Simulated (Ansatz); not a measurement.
# Phonons of ZrTi2 in the C11b ordering, part 2 of 2

Question: is the lattice of ZrTi2 in the C11b ordering stable, and if so, what are its coupling constant and resistivity?

Ansatz 0.2.0; DFT PBEsol, scalar-relativistic, plane waves, PAW.

So far, highest frequency, solved or plainly interpolated (cm⁻¹): step 4 (phonons: q 2×2×2, k 6×6×6) 271. Also lowest on path (cm⁻¹): step 4 -68.2. The relaxed cell has a = 3.448, c = 9.335 Å (conventional setting).

The structure was built from a prototype and need not be the compound's stable phase.

## Step 5: Phonons by linear response: q 2×2×2, k 8×8×8

An imaginary mode on so few k-points may come from the sampling, so the phonons are repeated with another k mesh.

Contents of input.yaml:

```yaml
crystal:
  lattice:
    - [3.4475891601, 0.0, 1.6939e-06]
    - [0.0, 3.4475891601, 1.6939e-06]
    - [1.7237922868, 1.7237922868, 4.6674642909]
  atoms:
    - { symbol: Zr, position: [0.0, 0.0, 0.0] }
    - { symbol: Ti, position: [0.6863691623, 0.6863691623, 0.6272616754] }
    - { symbol: Ti, position: [0.3136308377, 0.3136308377, 0.3727383246] }
kpoints:
  mp_grid: { grid: [8, 8, 8] }
hamiltonian:
  xc: pbesol
scf:
  occupations: { method: methfessel_paxton, width: 0.2 }
output:
  eigenvalues: true
phonons:
  method: dfpt
  qmesh: [2, 2, 2]
  temperatures: { t_max: 1000, t_step: 50 }
  qpath:
    path:
      - [[0.0, 0.0, 0.0], [0.5, 0.5, 0.5], [0.5, 0.5, 0.75], [0.5, 0.0, 0.5], [0.0, 0.0, 0.0], [0.0, 0.0, 0.5], [0.43180079, 0.0, 0.7159004]]
      - [[0.56819921, 0.0, 0.2840996], [0.0, 0.0, 0.0]]
      - [[0.5, 0.5, 0.5], [0.56819921, 0.43180079, 0.5]]
      - [[0.43180079, 0.43180079, 0.93180079], [0.0, 0.0, 0.5]]
    npoints: 10
```

The mesh is denser.

Launch:

```bash
$ ansatz run input.yaml --threads 4 --pin off --max-ram 8192MiB --backend cpu --events-out ev --progress --plain --runs-dir out
```

Elapsed: 59 s, on 4 threads of Intel Xeon 6975P-C (Granite Rapids), shared host; peak memory 1.2 GiB; 3.5 min of CPU time.

This step gave:

| Property | Result |
| --- | --- |
| share of imaginary modes in the plain interpolation between solved wavevectors | 0.0126 |
| highest frequency, solved or plainly interpolated | 267.7 cm⁻¹ |

Solved on the 2×2×2 mesh alone; all other wavevectors are interpolated. Phonon branches along the path, in cm⁻¹:

| point | branch 1 | branch 2 | branch 3 | branch 4 | branch 5 | branch 6 | branch 7 | branch 8 | branch 9 |
| --- | --- | --- | --- | --- | --- | --- | --- | --- | --- |
| Γ | 0 | 0 | 0 | 103 | 103 | 174 | 216 | 268 | 268 |
| halfway | -11 | 80 | 101 | 116 | 147 | 177 | 193 | 221 | 257 |
| X | -76 | 28 | 107 | 112 | 122 | 169 | 210 | 219 | 237 |
| halfway | -69 | -14 | 100 | 110 | 120 | 180 | 207 | 222 | 235 |
| P | -50 | -50 | 89 | 115 | 115 | 193 | 201 | 228 | 228 |
| halfway | 78 | 90 | 90 | 114 | 136 | 185 | 191 | 220 | 234 |
| N | 70 | 92 | 131 | 142 | 166 | 188 | 194 | 205 | 226 |
| halfway | 57 | 66 | 96 | 112 | 127 | 183 | 197 | 248 | 252 |
| Γ | 0 | 0 | 0 | 103 | 103 | 174 | 216 | 268 | 268 |
| halfway | 45 | 45 | 78 | 96 | 96 | 172 | 219 | 261 | 261 |
| M | 70 | 70 | 83 | 83 | 143 | 158 | 211 | 255 | 255 |
| halfway | 81 | 83 | 89 | 129 | 155 | 161 | 203 | 238 | 242 |
| S | 90 | 93 | 125 | 139 | 173 | 194 | 197 | 206 | 209 |
| jump to S0 | 90 | 93 | 125 | 139 | 173 | 194 | 197 | 206 | 209 |
| halfway | 68 | 72 | 98 | 113 | 130 | 187 | 190 | 244 | 252 |
| Γ | 0 | 0 | 0 | 103 | 103 | 174 | 216 | 268 | 268 |
| jump to X | -76 | 28 | 107 | 112 | 122 | 169 | 210 | 219 | 237 |
| halfway | -70 | 31 | 107 | 113 | 122 | 169 | 209 | 220 | 237 |
| R | -49 | 38 | 105 | 117 | 122 | 170 | 205 | 222 | 236 |
| jump to G | -49 | 38 | 105 | 117 | 122 | 170 | 205 | 222 | 236 |
| halfway | 76 | 81 | 109 | 144 | 154 | 163 | 203 | 206 | 245 |
| M | 70 | 70 | 83 | 83 | 143 | 158 | 211 | 255 | 255 |

Lowest modes at the softest wavevector of the mesh. The modes at q = (0.500, 0.500, 0.500) (shares of kinetic energy by element, %) (negative means imaginary):

| mode | frequency (cm⁻¹) | Zr % | Ti % |
| --- | --- | --- | --- |
| 1 | -75.7 | 4 | 96 |
| 2 | 27.7 | 0 | 100 |
| 3 | 107.2 | 96 | 4 |
| 4 | 112.2 | 69 | 31 |
| 5 | 121.7 | 98 | 2 |
| 6 | 169.0 | 0 | 100 |

The modes has structure finer than the step of the table below, so its rows give means over 10 cm⁻¹, whole bins alone (the curve runs from -84.7 to 286 cm⁻¹). Peaks (cm⁻¹: height): Ti 85.4: 0.0267, 176.2: 0.0370, 197.2: 0.049, 215.9: 0.0413, 234.5: 0.0452; Zr 92.4: 0.0308, 113.3: 0.0449, 176.2: 0.0158.

Phonopy on the run's constants, 17x17x13 mesh, Gaussian sigma 2.6 cm⁻¹. Modes against wavenumber; means over each step; values in 1/cm⁻¹/cell:

| wavenumber (cm⁻¹) | Ti | Zr |
| --- | --- | --- |
| -70 | 0.00114 | 5.6e-5 |
| -60 | 0.00164 | 8.5e-5 |
| -50 | 0.00223 | 1.2e-4 |
| -40 | 0.00204 | 1.2e-4 |
| -30 | 0.00170 | 1.3e-4 |
| -20 | 0.00114 | 6.8e-5 |
| -10 | 6.6e-4 | 3.5e-5 |
| 0 | 3.6e-4 | 6.0e-5 |
| 10 | 0.00165 | 2.9e-4 |
| 20 | 0.00227 | 8.1e-4 |
| 30 | 0.00549 | 0.00206 |
| 40 | 0.00751 | 0.00325 |
| 50 | 0.00969 | 0.00516 |
| 60 | 0.0142 | 0.00946 |
| 70 | 0.0222 | 0.0185 |
| 80 | 0.0253 | 0.0216 |
| 90 | 0.0233 | 0.0274 |
| 100 | 0.0227 | 0.0278 |
| 110 | 0.0225 | 0.0411 |
| 120 | 0.0186 | 0.0330 |
| 130 | 0.0165 | 0.0219 |
| 140 | 0.0171 | 0.0168 |
| 150 | 0.0171 | 0.00949 |
| 160 | 0.0179 | 0.00781 |
| 170 | 0.0298 | 0.0139 |
| 180 | 0.0332 | 0.0136 |
| 190 | 0.0347 | 0.00745 |
| 200 | 0.0422 | 0.00766 |
| 210 | 0.0368 | 0.00486 |
| 220 | 0.0388 | 0.00230 |
| 230 | 0.0397 | 0.00126 |
| 240 | 0.0383 | 9.7e-4 |
| 250 | 0.0303 | 7.0e-4 |
| 260 | 0.0184 | 2.5e-4 |
| 270 | 0.00281 | 1.3e-5 |
| 280 | 2.8e-6 | 0 |

No LO-TO term; unit eigenvectors of the mass-weighted matrix. The modes at Γ (shares of kinetic energy by element, %):

| mode | frequency (cm⁻¹) | symmetry | Zr % | Ti % |
| --- | --- | --- | --- | --- |
| 1 | 0.0 | unnamed | 49 | 51 |
| 2 | 0.0 | unnamed | 49 | 51 |
| 3 | 0.0 | unnamed | 49 | 51 |
| 4 | 102.9 | Eu | 51 | 49 |
| 5 | 102.9 | Eu | 51 | 49 |
| 6 | 173.9 | A1g | 0 | 100 |
| 7 | 215.8 | A2u | 51 | 49 |
| 8 | 267.7 | Eg | 0 | 100 |
| 9 | 267.7 | Eg | 0 | 100 |

Displacements in mode 4 (102.9 cm⁻¹), the largest set to 1:
```
Zr1  1.00  0.01  0.00
Ti2 -0.95 -0.01  0.00
Ti3 -0.95 -0.01  0.00
```

Displacements in mode 9 (267.7 cm⁻¹), the largest set to 1:
```
Zr1  0.00  0.00  0.00
Ti2 -1.00  0.22  0.00
Ti3  1.00 -0.22  0.00
```

Among the solved wavevectors the lowest mode, translations apart, is -75.7 cm⁻¹, imaginary.

## Step 6: Coupling and resistivity: q 2×2×2, k 8×8×8, scattering 12×12×12

Phonons, couplings and the Boltzmann equation in one run.

Changes to input.yaml since step 5:

```diff
@@ -28 +28,4 @@
     npoints: 10
+  electrical_resistivity:
+    mesh: [12, 12, 12]
+    temperatures: [20.0, 50.0, 77.0, 100.0, 150.0, 200.0, 300.0, 400.0, 600.0, 800.0]
```

Wall time 58 s (4 threads); peak memory 1.2 GiB.

The run ended with an error.

The program's message: “electrical resistivity: the mode of lowest frequency at the wavevector [-0.5000, -0.5000, 0.0000] is imaginary, -75.65 cm⁻¹ (written negative): the force constants describe an unstable lattice; relax …”

The run stops because a mode is imaginary on the scattering mesh, where no scattering rate is defined; denser k meshes, other smearings and, between solved wavevectors, finer q meshes show whether the instability is real.

## Step 7: Outcome

```
phonon run of the rows without a label of their own : PBEsol, q 2×2×2, k 8×8×8
softest mode on the q mesh                          : -75.7 cm⁻¹ at q = (0.5, 0.5, 0.5)
highest frequency, solved or plainly interpolated   : 268 cm⁻¹
```

The lattice is dynamically unstable at this level: a mode at q = (0.5, 0.5, 0.5) is imaginary, 75.7i cm⁻¹, so no harmonic coupling constant or resistivity is defined for this structure. These meshes are coarse, and single modes of a metal can move by tens of cm⁻¹ with the k mesh. The phonon runs are not spin-polarised. The structure was built by hand as an ordered model, and its stability against other phases was not tested.

[Logs are printed without paths, hosts, clocks, repeated set-up lines and the standing remarks that a program may print on its own settings, such as how far it seeks lower states.]

[Hosts, paths, dates, database ids (printed as entryN), source tags and the programs' standing remarks are cut or masked in the printed files.]
